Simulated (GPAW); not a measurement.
# Surface energy and work function of Cu(111) from slabs of 3 to 12 layers (PBE)

How do energy and work function of Cu(111) films settle with thickness, and what surface energy follows?

**Method.** GPAW 26.7.0, plane waves at 450 eV with PAW setups; symmetric 1×1 slabs cut at the tabulated lattice constant (two decimals; low-temperature values for the alkali metals), atoms at bulk places, 7.5 Å of vacuum on each side, one in-plane mesh for all thicknesses, Fermi-Dirac smearing of 0.1 eV. Energies are extrapolated to zero smearing and count from the program's reference atoms. Functional PBE. The cell's area is 5.643 Å².

What came out, but for one run:

| layers | energy (eV) | work function (eV) |
| --- | --- | --- |
| 3 | −9.9775 | 4.78 |
| 4 | −13.5961 | 4.79 |
| 5 | −17.2212 | 4.80 |
| 6 | −20.8531 | 4.80 |
| 7 | −24.4709 | 4.80 |
| 8 | −28.1034 | 4.79 |
| 9 | −31.7186 | 4.80 |
| 10 | −35.3515 | 4.79 |
| 12 | ? | ? |

To predict: What surface energy do these runs give, and what energy and work function should the 12-layer slab have?

**Working.** A slab of n layers has E(n) = nε + 2Aγ once its middle is bulk-like. A line through n = 6 to 10 has the slope ε = −3.6245 eV a layer and the intercept 2Aγ = 0.8961 eV (r.m.s. residual 3.9 meV). So γ = 0.8961 / (2 × 5.643 Å²) = 0.0794 eV/Å² = 1.27 J/m², with a standard error of about 0.02 J/m² from the scatter about the line. For 12 layers: 0.8961 + 12 × (−3.6245) = −42.597 eV; the run gives −42.597 eV, 0.1 meV under the line. The work function has no such law: from 6 to 10 layers it moves between 4.79 and 4.80 eV (mean 4.80), and the 12-layer slab gives 4.80 eV. The thinnest slab, 3 layers, lies −0.02 eV from that mean. The measured value for this face is 4.90 eV (“Anisotropic work function of elemental crystals” (2019, arxiv:1902.07811)); the unrelaxed 12-layer slab lies 0.10 eV under it.

Caveats: The surfaces are unrelaxed, so γ is an upper bound for this functional and lattice constant. The tabulated lattice constant isn't the functional's own, which strains the slab a little.
